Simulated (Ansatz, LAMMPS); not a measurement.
# Glassy 62P2O5-14Al2O3-24BaO (mol %) (160 atoms) in motion

Wanted: a short trajectory of glassy 62P2O5-14Al2O3-24BaO (mol %) (160 atoms) with its pair distributions.

Method: Kohn-Sham DFT, PBE, PAW (set soft_2), plane waves, in Ansatz 0.2.0.

## 1. Starting point

The cell holds 160 atoms: 36 P, 8 Al, 7 Ba and 109 O. Its edges and angles: a = 13.235 Å, b = 13.235 Å, c = 13.235 Å, α = 90.0°, β = 90.0°, γ = 90.0°. 160 atoms (36 P, 8 Al, 7 Ba, 109 O) placed at random at 2.92 g/cm³, melted at 4000 K for 10 ps at fixed volume with the Morse and Coulomb pair potential with partial charges (Pedone, Malavasi, Menziani, Cormack and Segre, J. Phys. Chem. B 110, 11780 (2006)). Quenched from 4000 K to 300 K at 100 K/ps and fixed volume, held 10 ps at zero pressure.

Before any run, some limits are plain. The quench rate of 100 K/ps far exceeds what a furnace or splat quench reaches, so expect more defects and frozen-in strain than in a real sample. The starting topology of bonds comes from the classical model. Only the Γ point is sampled, in a cell whose shortest periodic width is 13 Å. Spin–orbit coupling is left out, which matters for the levels of the heavy elements.

## 2. Dynamics started at 300 K

A Nosé–Hoover thermostat steers the temperature while disturbing the dynamics little. The time step is 1.0 fs.

input.yaml

```yaml
crystal:
  lattice:
    - [13.2347, 0.0, 0.0]
    - [0.0, 13.2347, 0.0]
    - [0.0, 0.0, 13.2347]
  atoms:
    - { symbol: P, position: [0.40611, 0.10085, 0.75839] }
    - { symbol: P, position: [0.01644, 0.58204, 0.60147] }
    - { symbol: P, position: [0.5699, 0.06915, 0.4611] }
    - { symbol: P, position: [0.55798, 0.71739, 0.37001] }
    [... 150 atom lines left out ...]
    - { symbol: O, position: [0.33102, 0.89101, 0.37234] }
    - { symbol: O, position: [0.7917, 0.9201, 0.55178] }
    - { symbol: O, position: [0.04052, 0.15247, 0.2924] }
    - { symbol: O, position: [0.67233, 0.41425, 0.74743] }
    - { symbol: O, position: [0.079, 0.48064, 0.60762] }
    - { symbol: O, position: [0.98103, 0.9207, 0.21435] }
kpoints:
  mp_grid: { grid: [1, 1, 1] }
hamiltonian:
  xc: pbe
scf:
  occupations: { method: fermi_dirac, width: 0.025 }
output:
  forces: true
md:
  timestep: 1.0
  n_steps: 63
  ensemble: nvt_nose_hoover
  temperature: 300
  initial_velocities: maxwell_boltzmann
  seed: 4830
```

Command:

```bash
$ ansatz run input.yaml --threads 4 --pin off --max-ram 8192MiB --backend cpu --events-out ev --progress --plain --runs-dir out
```

Elapsed: 27 min, on 4 threads of Arm Neoverse V2, shared host; peak memory 4 GiB; 1.7 h of CPU time.

The program notes that it switched symmetry off.

The trajectory, sampled:

```csv
time (fs),T (K),potential (meV/atom),conserved (meV/atom)
0.0,300,0.0,0.00
4.0,387,-11.3,-0.08
8.0,509,-27.0,-0.11
13.0,615,-41.0,-0.12
17.0,639,-44.7,-0.14
21.0,567,-36.3,-0.10
25.0,473,-25.0,-0.05
29.0,449,-22.8,-0.06
34.0,494,-29.8,-0.09
38.0,535,-36.1,-0.10
42.0,570,-41.8,-0.11
46.0,581,-44.5,-0.12
50.0,555,-42.4,-0.10
55.0,529,-40.4,-0.09
59.0,539,-42.7,-0.12
63.0,545,-44.7,-0.11
```

Mean square displacement from the first frame to the last: P 0.039 Å², Al 0.062 Å², Ba 0.027 Å², O 0.086 Å².

The mean square displacement by time lag:

```csv
time lag (fs),Al (Å²),Ba (Å²),O (Å²),P (Å²)
1.0,4.0e-5,8.4e-6,7.9e-5,4.9e-5
2.0,1.6e-4,3.3e-5,3.2e-4,1.9e-4
3.0,3.6e-4,7.5e-5,7.1e-4,4.3e-4
6.0,0.00143,3.0e-4,0.00280,0.00169
7.0,0.00195,4.1e-4,0.00378,0.00227
8.0,0.00253,5.3e-4,0.00488,0.00291
10.0,0.00391,8.3e-4,0.00742,0.00437
11.0,0.00471,1.0e-3,0.00883,0.00516
13.0,0.00647,0.00139,0.0119,0.00682
15.0,0.00845,0.00184,0.0152,0.00853
16.0,0.00951,0.00209,0.0170,0.00939
17.0,0.0106,0.00236,0.0187,0.0102
19.0,0.0129,0.00293,0.0223,0.0119
21.0,0.0153,0.00356,0.0260,0.0135
22.0,0.0165,0.00390,0.0278,0.0142
24.0,0.0189,0.00461,0.0313,0.0156
25.0,0.0202,0.00499,0.0331,0.0163
26.0,0.0214,0.00538,0.0349,0.0169
29.0,0.0250,0.00664,0.0400,0.0188
30.0,0.0261,0.00708,0.0416,0.0193
32.0,0.0284,0.00801,0.0449,0.0204
```

Over the second half of 63 fs the temperature averages 542 K with swings of 27 K r.m.s. The conserved energy stays within 0.14 meV/atom. From first frame to last O has the largest mean square displacement, 0.086 Å² at the end; the farthest move is 0.57 Å. The mean temperature of 542 K lies well off the 300 K of the input, so the thermostat hasn't yet brought the run to equilibrium. The count of bonds goes from 225 in the first frame to 224 in the last, by one set of cutoffs: 3 pairs passed out of them and 2 came within. The run spans 0.06 ps, too short for its means to be equilibrium values.

## 3. Local order late in the run

The g(r) is a mean over the second half; what follows it is taken at the last frame.

Density 2.89 g/cm³, 14.49 Å³ an atom.

Mean of 17 frames. g(r), total and by pair (bins of 0.2 Å):

```
r (Å)  total   O-O   O-P  O-Al  O-Ba   P-P  P-Al
 1.40   1.01  0.00  3.29  0.00  0.00  0.00  0.00
 1.60   3.02  0.00  9.69  0.51  0.00  0.00  0.00
 1.80   0.82  0.00  0.72  8.78  0.00  0.00  0.00
 2.00   0.13  0.00  0.08  1.56  0.00  0.00  0.00
 2.20   0.04  0.01  0.04  0.43  0.00  0.00  0.00
 2.40   0.85  1.73  0.02  0.05  0.65  0.00  0.00
 2.60   1.86  3.75  0.03  0.00  1.92  0.10  0.00
 2.80   0.70  1.18  0.07  0.00  2.13  0.10  0.00
 3.00   0.70  0.82  0.29  0.10  1.19  2.08  1.91
 3.20   0.85  0.72  0.46  0.43  0.90  2.62  6.95
 3.40   0.73  0.69  0.80  0.69  0.80  0.27  1.78
 3.60   0.90  0.65  1.35  1.22  0.89  0.10  0.54
 3.80   1.11  0.70  1.81  1.67  0.65  0.34  0.23
 4.00   1.31  0.88  1.96  1.89  0.46  1.24  0.20
 4.20   1.12  0.81  1.45  1.75  0.96  1.02  0.85
 4.40   1.04  0.98  1.03  1.61  1.07  1.17  0.34
 4.60   1.01  1.17  0.71  0.79  1.12  1.60  1.23
 4.80   1.14  1.48  0.71  0.76  0.89  1.35  1.45
 5.00   1.10  1.31  0.77  0.48  1.86  1.57  1.16
 5.20   1.06  1.14  0.85  0.84  1.47  1.04  1.42
 5.40   0.97  0.96  1.03  0.62  0.90  1.17  1.03
 5.60   0.96  0.91  0.99  1.26  0.73  1.09  0.75
 5.80   0.90  0.84  1.00  1.24  0.63  0.77  0.83
 6.00   0.92  0.89  1.07  0.90  0.87  0.62  0.92
 6.20   0.97  0.84  1.23  0.90  1.14  0.58  0.76
 6.40   0.97  0.90  1.10  1.02  0.98  0.66  0.90
```

Bonds by pair of elements; cutoffs follow the first minimum of g(r), held within bounds set by covalent radii, and pairs that aren't listed don't count as bonded:

```csv
pair A-B,cutoff (Å),bonds,mean length (Å),spread (Å),shortest (Å),B about A,A about B
O-P,2.11,144,1.56,0.078,1.42,1.32,4
O-Al,2.49,36,1.83,0.13,1.69,0.33,4.5
O-Ba,3.33,44,2.85,0.238,2.40,0.404,6.29
```

How many atoms have how many bonded neighbours:

| element | mean | 1 | 2 | 3 | 4 | 5 | 6 | 7 | 8 |
| --- | --- | --- | --- | --- | --- | --- | --- | --- | --- |
| Al | 4.5 | 0 | 0 | 0 | 4 | 4 | 0 | 0 | 0 |
| Ba | 6.29 | 0 | 0 | 0 | 0 | 2 | 2 | 2 | 1 |
| O | 2.06 | 11 | 82 | 15 | 1 | 0 | 0 | 0 | 0 |
| P | 4 | 0 | 0 | 0 | 36 | 0 | 0 | 0 | 0 |

Bond angles, per cent of each kind in bins of 5°:

```
angle (°)  O-P-O  O-Ba-O  O-Al-O  Ba-O-P  Al-O-P
    45–50    0.0     3.3     0.0     0.0     0.0
    50–55    0.0     1.7     0.0     0.0     0.0
    55–60    0.0     3.3     0.0     0.0     0.0
    60–65    0.0     4.2     0.0     0.0     0.0
    65–70    0.0     5.8     0.0     0.0     0.0
    70–75    0.0     6.7     0.0     0.0     0.0
    75–80    0.0     9.2     4.7     2.2     0.0
    80–85    0.0     5.8     3.1     0.0     0.0
    85–90    0.0     4.2    12.5     0.0     0.0
    90–95    0.9     6.7    10.9     6.5     0.0
   95–100    9.3     5.8     6.2     6.5     0.0
  100–105   13.9     2.5    10.9     8.7     0.0
  105–110   32.4     4.2    17.2     4.3     0.0
  110–115   23.6     3.3     6.2    10.9     0.0
  115–120   16.2     5.0    10.9    13.0     0.0
  120–125    3.7     4.2     3.1     2.2     2.8
  125–130    0.0     3.3     4.7     6.5     0.0
  130–135    0.0     0.8     1.6     4.3     8.3
  135–140    0.0     3.3     0.0     2.2    11.1
  140–145    0.0     2.5     0.0     6.5     8.3
  145–150    0.0     2.5     0.0     4.3    36.1
  150–155    0.0     1.7     1.6    10.9     8.3
  155–160    0.0     5.0     1.6     4.3    11.1
  160–165    0.0     3.3     0.0     2.2     5.6
  165–170    0.0     0.8     3.1     0.0     5.6
  170–175    0.0     0.0     1.6     2.2     2.8
  175–180    0.0     0.8     0.0     2.2     0.0
```

Bond angles (no mean is given where the spread exceeds 20°):

| angle | count | mean (°) | spread (°) |
| --- | --- | --- | --- |
| O-P-O | 216 | 109 | 6.5 |
| O-Ba-O | 120 | - | - |
| O-Al-O | 64 | - | - |
| Ba-O-P | 46 | - | - |
| Al-O-P | 36 | 148 | 10.5 |

Oxygen atoms by the number of network formers (Si, P, Ge, B, Al, As, Ga) bound to them:

```csv
network formers bound to O,O atoms,per cent
0,0,0
1,38,34.9
2,71,65.1
```

Network units: each former by its oxygen neighbours and how many of them bridge to another former:

```
former  O neighbours  bridging O  atoms
     P             4           1      1
     P             4           2      8
     P             4           3     19
     P             4           4      8
    Al             4           4      4
    Al             5           5      4
```

Bond length by coordination (bonds to H left out):

| element | coordination | atoms | mean bond length (Å) |
| --- | --- | --- | --- |
| Al | 4 | 4 | 1.76 |
| Al | 5 | 4 | 1.88 |
| Ba | 5 | 2 | 2.83 |
| Ba | 6 | 2 | 2.82 |
| Ba | 7 | 2 | 2.82 |
| Ba | 8 | 1 | 2.96 |
| O | 1 | 11 | 1.47 |
| O | 2 | 82 | 1.74 |
| O | 3 | 15 | 2.3 |
| O | 4 | 1 | 2.54 |

Rings of the network by King's shortest-path rule, up to 12 atoms, one path for each pair of neighbours; H, halogens, alkali and alkaline-earth atoms are left out, and the last column divides by all other atoms, bonded or not:

```
ring size (atoms)  rings  per network atom
                8      4             0.026
               10      7             0.046
               12      7             0.046
```

For some of the pairs, g(r) has its first main peak near 2.5 Å (O-O), 1.6 Å (O-P), 1.8 Å (O-Al), 2.8 Å (O-Ba), 3.1 Å (P-P) and 3.2 Å (P-Al). With the cutoffs above, 50 % of Al atoms have 4 and as many 5, 75 % of O atoms have 2 and all P atoms have 4 bonded neighbours. The O-P-O angle averages 109° with a spread of 6°. 65 % of the oxygens bridge two formers (P and Al) and 35 % are non-bridging. The commonest P unit has 4 oxygens, 3 of them shared with other formers (19 of 36 atoms). Rings of 10 and 12 atoms are the most common (39 % each of those counted); sizes run from 8 to 12, where the search stops.

## 4. Single point at the last frame

The last frame is solved again with fuller output, to read the electronic structure of a thermally displaced geometry.

input.yaml

```yaml
crystal:
  lattice:
    - [13.2347, 0.0, 0.0]
    - [0.0, 13.2347, 0.0]
    - [0.0, 0.0, 13.2347]
  atoms:
    - { symbol: P, position: [0.40811, 0.09741, 0.7614] }
    - { symbol: P, position: [0.01208, 0.58209, 0.59258] }
    - { symbol: P, position: [0.57205, 0.07822, 0.4497] }
    - { symbol: P, position: [0.54498, 0.71508, 0.37403] }
    [... 150 atom lines left out ...]
    - { symbol: O, position: [0.33804, 0.87468, 0.375] }
    - { symbol: O, position: [0.79136, 0.91019, 0.53179] }
    - { symbol: O, position: [0.03728, 0.14978, 0.2926] }
    - { symbol: O, position: [0.65867, 0.43152, 0.72312] }
    - { symbol: O, position: [0.08288, 0.48867, 0.57369] }
    - { symbol: O, position: [0.97803, 0.91509, 0.20647] }
kpoints:
  mp_grid: { grid: [1, 1, 1] }
hamiltonian:
  xc: pbe
scf:
  occupations: { method: fermi_dirac, width: 0.025 }
output:
  forces: true
  stress: true
  populations: true
  dos:
    method: { smearing: { sigma: 0.1 } }
    de: 0.1
    projected: { site_lists: { Al: [Al], Ba: [Ba], O: [O], P: [P] } }
  eigenvalues: true
  write_density: true
  write_potential: true
  volumetric_format: npy
```

Wall time 77 s (4 threads); peak memory 3.7 GiB; 5 min of CPU time.

Numbers from this run:

* free energy: -135087.4046 eV
* free energy per atom: -844.2963 eV/atom
* SCF cycles: 10
* pressure: 1.173 GPa
* r.m.s. force component: 1.144 eV/Å
* longest force: 5.764 eV/Å
* Fermi energy: 5.37 eV
* gap (highest filled to lowest empty level): 2.362 eV
* spilling of the projection: 0.01685

Neighbours are counted within 2.11 Å (O-P), 2.49 Å (O-Al), 3.33 Å (O-Ba), the cutoffs taken from the dynamics.

Length of the force by element and coordination:

```
element  coordination  atoms  mean length of the force (eV/Å)  spread  least   most
     Al           all      8                             1.16   0.431  0.558   1.95
     Al             4      4                             1.26   0.261   1.02   1.66
     Al             5      4                             1.06   0.533  0.558   1.95
     Ba           all      7                            0.741   0.396  0.209   1.44
     Ba             5      2                            0.623   0.178  0.445  0.801
     Ba             6      2                            0.300  0.0918  0.209  0.392
     Ba             7      2                             1.25   0.183   1.07   1.44
     Ba             8      1                            0.831       0  0.831  0.831
      O           all    109                             1.47   0.830  0.170   4.09
      O             1     11                             1.50   0.895  0.377   4.04
      O             2     82                             1.40   0.718  0.170   3.15
      O             3     15                             1.69    1.13  0.578   4.09
      O             4      1                             3.39       0   3.39   3.39
      P           all     36                             2.64    1.18  0.545   5.76
```

Löwdin charges by element and coordination (they lack the spilled electrons, 0.098 e an atom on average):

| element | coordination | atoms | mean charge (e) | spread | least | most |
| --- | --- | --- | --- | --- | --- | --- |
| Al | all | 8 | 1.39 | 0.0318 | 1.34 | 1.43 |
| Al | 4 | 4 | 1.41 | 0.0203 | 1.38 | 1.43 |
| Al | 5 | 4 | 1.36 | 0.0126 | 1.34 | 1.38 |
| Ba | all | 7 | 1.82 | 0.0112 | 1.80 | 1.84 |
| Ba | 5 | 2 | 1.81 | 0.0063 | 1.81 | 1.82 |
| Ba | 6 | 2 | 1.83 | 0.0016 | 1.83 | 1.84 |
| Ba | 7 | 2 | 1.81 | 0.0038 | 1.80 | 1.81 |
| Ba | 8 | 1 | 1.82 | 0 | 1.82 | 1.82 |
| O | all | 109 | -0.800 | 0.0719 | -0.990 | -0.676 |
| O | 1 | 11 | -0.805 | 0.0313 | -0.879 | -0.764 |
| O | 2 | 82 | -0.783 | 0.0658 | -0.951 | -0.676 |
| O | 3 | 15 | -0.875 | 0.0659 | -0.990 | -0.757 |
| O | 4 | 1 | -0.960 | 0 | -0.960 | -0.960 |
| P | all | 36 | 2.19 | 0.054 | 2.06 | 2.30 |

Density of states as counts of states in windows of 1 eV (from the Fermi level), total and the larger projections:

```
from (eV)  to (eV)  total   O p   P p  O s
      -10       -9   25.2  17.7   3.0  1.7
       -9       -8   39.4  28.4   4.4  3.6
       -8       -7   59.4  46.0   5.2  5.0
       -7       -6   81.8  67.1   5.8  5.2
       -6       -5   94.9  83.9   3.7  3.3
       -5       -4   96.5  87.9   3.0  1.9
       -4       -3   93.4  87.3   2.3  0.9
       -3       -2   66.4  62.9   1.4  0.4
       -2       -1   13.2  12.7   0.2  0.0
       -1        1    0.0   0.0   0.0  0.0
        1        2    3.3   0.5   0.5  0.7
        2        3   10.2   1.4   1.5  1.5
        3        4   35.9   3.3   5.4  3.5
        4        5   58.3   5.9  11.3  4.6
```

Between -26 and -10 eV lie 344 more states.

The levels nearest the highest filled one (over half full), pooled over k-points and spins:

```
level less the highest filled one (eV)  occupation
                                -0.707           2
                                -0.688           2
                                -0.586           2
                                -0.528           2
                                -0.428           2
                                     0           2
                                  2.36           0
                                  3.12           0
                                  3.60           0
                                  3.74           0
                                  3.90           0
                                  4.00           0
```

Mean Löwdin charges: Al +1.39, Ba +1.82, O -0.80, P +2.19 e (they miss 1.7 % of the electrons, so they add up to more than the cell's charge).

## 5. Results

```json
{
 "mean temperature, second half": "541.7 K",
 "temperature swing, second half": "27.25 K",
 "slope of the conserved energy against time, by least squares": "-0.4458 meV/atom/ps",
 "free energy per atom": "-844.2963 eV/atom",
 "pressure": "1.173 GPa",
 "r.m.s. force component": "1.144 eV/Å",
 "gap (highest filled to lowest empty level)": "2.362 eV",
 "wall time of the 2 DFT runs": "28 min"
}
```

In words: Over the second half of 63 fs the temperature averages 542 K with swings of 27 K r.m.s. The conserved energy stays within 0.14 meV/atom. The mean temperature of 542 K lies well off the 300 K of the input, so the thermostat hasn't yet brought the run to equilibrium. The count of bonds goes from 225 in the first frame to 224 in the last, by one set of cutoffs: 3 pairs passed out of them and 2 came within. The run spans 0.06 ps, too short for its means to be equilibrium values. With the cutoffs above, 50 % of Al atoms have 4 and as many 5, 75 % of O atoms have 2 and all P atoms have 4 bonded neighbours. 65 % of the oxygens bridge two formers (P and Al) and 35 % are non-bridging.

The highest filled and lowest empty levels differ by 2.36 eV (at Γ alone); a semilocal functional tends to put such gaps too low. In a disordered cell it changes from sample to sample, and tail or defect levels can set it.

Caveats: The starting topology of bonds comes from the classical model; in DFT 3 of its 225 bonded pairs passed out of the cutoffs and 2 came within them. The pressure of a single frame lacks the kinetic term, about 0.52 GPa here.

[Logs are printed without paths, hosts, clocks, repeated set-up lines and the standing remarks that a program may print on its own settings, such as how far it seeks lower states.]

[Hosts, paths, dates, database ids (printed as entryN), source tags and the programs' standing remarks are cut or masked in the printed files.]
